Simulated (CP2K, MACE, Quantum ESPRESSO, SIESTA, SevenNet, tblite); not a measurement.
# A vacancy of Ge in generalised stacking fault on (111) (glide set) of a Ge-Sn solid solution (48 atoms): do the methods agree on the site?

Aim: compare the energies of a vacancy of Ge at unlike sites of generalised stacking fault on (111) (glide set) of a Ge-Sn solid solution (48 atoms), with plane waves as the reference.

Results are calculated, not measured.

## 1. The structure

The cell holds 48 atoms (34 Ge and 14 Sn), with edges of 8.33, 7.22 and 20.81 Å. Recipe: diamond-structure Ge lattice (a = 5.8932 Å, the value set for the mixture), cell with z along [111], 2 x 1 x 2 periods; the third cell vector is tilted by 0.833 of 1/2[1-10] and lengthened by 0.1 Å, so the cell holds one fault (glide set); displaced by a Gaussian of 0.01 Å; 14 of 48 Ge sites given to Sn at random (lattice constant by Vegard's rule between Ge and Sn). Then the atoms were relaxed with SevenNet 0 in the fixed cell.

## 2. The reference input

Quantum ESPRESSO 7.5: Kohn-Sham DFT, PBE, SSSP efficiency 1.3.0 pseudopotentials, plane waves. Its input, pw.in, for the unchanged cell:

```
&control
  calculation = 'scf'
  pseudo_dir = './pseudo'
  outdir = './tmp'
  disk_io = 'none'
  tprnfor = .true.
  tstress = .true.
/
&system
  ibrav = 0
  nat = 48
  ntyp = 2
  ecutwfc = 60
  ecutrho = 480
  nosym = .true.
  occupations = 'smearing'
  smearing = 'fd'
  degauss = 0.003675
/
&electrons
  conv_thr = 2.4e-07
  electron_maxstep = 100
  mixing_beta = 0.2
  mixing_mode = 'local-TF'
  diagonalization = 'david'
/
ATOMIC_SPECIES
Ge 72.630 Ge.upf
Sn 118.710 Sn.upf
CELL_PARAMETERS angstrom
8.33424 0.00000 0.00000
0.00000 7.21767 0.00000
3.47263 0.00000 20.51464
ATOMIC_POSITIONS crystal
Ge 0.79395 0.49051 0.00782
Sn 0.73438 0.49150 0.13507
Sn 0.67524 0.83813 0.19377
Ge 0.63406 0.84266 0.32069
[... 42 atom lines left out ...]
Ge 0.88350 0.15985 0.84847
Ge 0.80148 0.16483 0.96976
K_POINTS gamma
```

```console
$ OMP_NUM_THREADS=1 pw.x -in pw.in > output.txt
```

The job ended after 16 min (1 MPI rank of Arm Neoverse V1, shared host; peak memory 4.1 GiB).

It converged with an r.m.s. force component of 0.23 eV/Å and a pressure of 6.1 GPa.

## 3. The levels

The levels share the cells and solve them as single points, though not every level runs every cell. CPU time is summed over a level's finished runs, on a host shared with the other runs, so it is rough; the force column is the median over cells of the r.m.s. difference of force components from the reference.

```
                level                      basis or training data  k-points  runs finished  CPU time  peak memory (GiB)  force difference (meV/Å)
              QE, PBE     plane waves, SSSP efficiency, 60/480 Ry         Γ         4 of 4    63 min                4.1                 reference
CP2K double zeta, PBE        DZVP-UZH, GTH-PBE potentials, 350 Ry         Γ         3 of 3   7.8 min                1.7                        19
      SIESTA DZP, PBE    DZP orbitals, shift 0.01 Ry, mesh 300 Ry         Γ         3 of 3    14 min                1.1                        84
      tblite GFN1-xTB  tight binding with its own dispersion term         Γ         3 of 3      12 s               0.11                       163
    MACE MP-0b2 small          trained on PBE(+U) plane-wave data         -         4 of 4      27 s               0.66                       244
           SevenNet 0          trained on PBE(+U) plane-wave data         -         4 of 4      31 s               0.65                       240
```

The reference's own r.m.s. force component runs from 226 to 254 meV/Å over these cells. SevenNet 0 relaxed the atoms, so in the cells that it relaxed its own forces are small, and its entry isn't an independent test there.

## 4. The sites

Each changed cell was relaxed with SevenNet 0 before the single points. Neighbours are the site's nearest atoms before the change.

```csv
site,nearest atoms,their mean distance (Å),atoms within 6 Å,largest move on relaxing (Å),longest force left in the reference (eV/Å)
Ge12,Sn3Ge,2.58,34,0.64,0.82
Ge9,SnGe3,2.53,32,0.53,0.95
Ge31,SnGe3,2.51,33,0.54,0.96
```

## 5. Site energies

All changed cells hold the same atoms, so within one level their energies compare with no chemical potential. Energies in eV, less that of Ge12, the reference's cheapest site; the last column is the largest deviation from the reference once each row's mean is taken off.

```csv
level,Ge12,Ge9,Ge31,cheapest,largest deviation
"QE, PBE",0.00,0.31,0.55,Ge12,-
"CP2K double zeta, PBE",0.00,0.30,0.55,Ge12,0.00
"SIESTA DZP, PBE",0.00,0.40,0.58,Ge12,0.05
tblite GFN1-xTB,0.00,0.52,0.66,Ge12,0.11
MACE MP-0b2 small,0.00,0.83,0.80,Ge12,0.27
SevenNet 0,0.00,0.34,0.36,Ge12,0.13
```

## 6. What came out

In the reference the cheapest site is Ge12 (Sn3Ge) and the dearest Ge31 (SnGe3), 0.55 eV higher. All 5 other levels pick the same cheapest site, and 4 give the whole order. CP2K double zeta, PBE follows the reference most closely (0.00 eV at worst) and MACE MP-0b2 small least (0.27 eV).

The other programs at PBE deviate by 0.05 eV at most, the learned potentials by 0.13 to 0.27 eV.

Caveats: The geometries are those of SevenNet 0; forces of up to 0.96 eV/Å remain in the reference, so relaxing in DFT would lower the energies, by amounts that can differ from site to site and can change the order. For SevenNet 0 alone these are relaxed energies. Defects interact with their periodic images. Neighbours of a vacancy can rebond in unlike ways from site to site, which enters the differences. The reference has no spin polarisation, so cut bonds at a vacancy can't carry moments. Only 3 of the 34 Ge sites are compared. Learned potentials don't solve for electrons, so the charge or spin state of a defect can't be set in them. The reference samples only Γ, in a cell whose shortest periodic width is 7 Å. The reference isn't exact: its cutoffs and mesh weren't converged further here. SIESTA's automatically made basis is far from complete, and its potentials were converted by us (checked for H, C, O, Si, Ge and Ca alone). The learned potentials mimic data converged in k, so the sampling error of the reference's coarse mesh counts against them here, while programs on the same mesh share it. Spin–orbit coupling is left out. Where levels are smeared, the DFT runs use Fermi–Dirac occupations at 580 K (0.05 eV), and energies are free energies.

[Logs are printed without paths, hosts, clocks, repeated set-up lines and the standing remarks that a program may print on its own settings, such as how far it seeks lower states.]

[Hosts, paths, dates, database ids (printed as entryN), source tags and the programs' standing remarks are cut or masked in the printed files.]
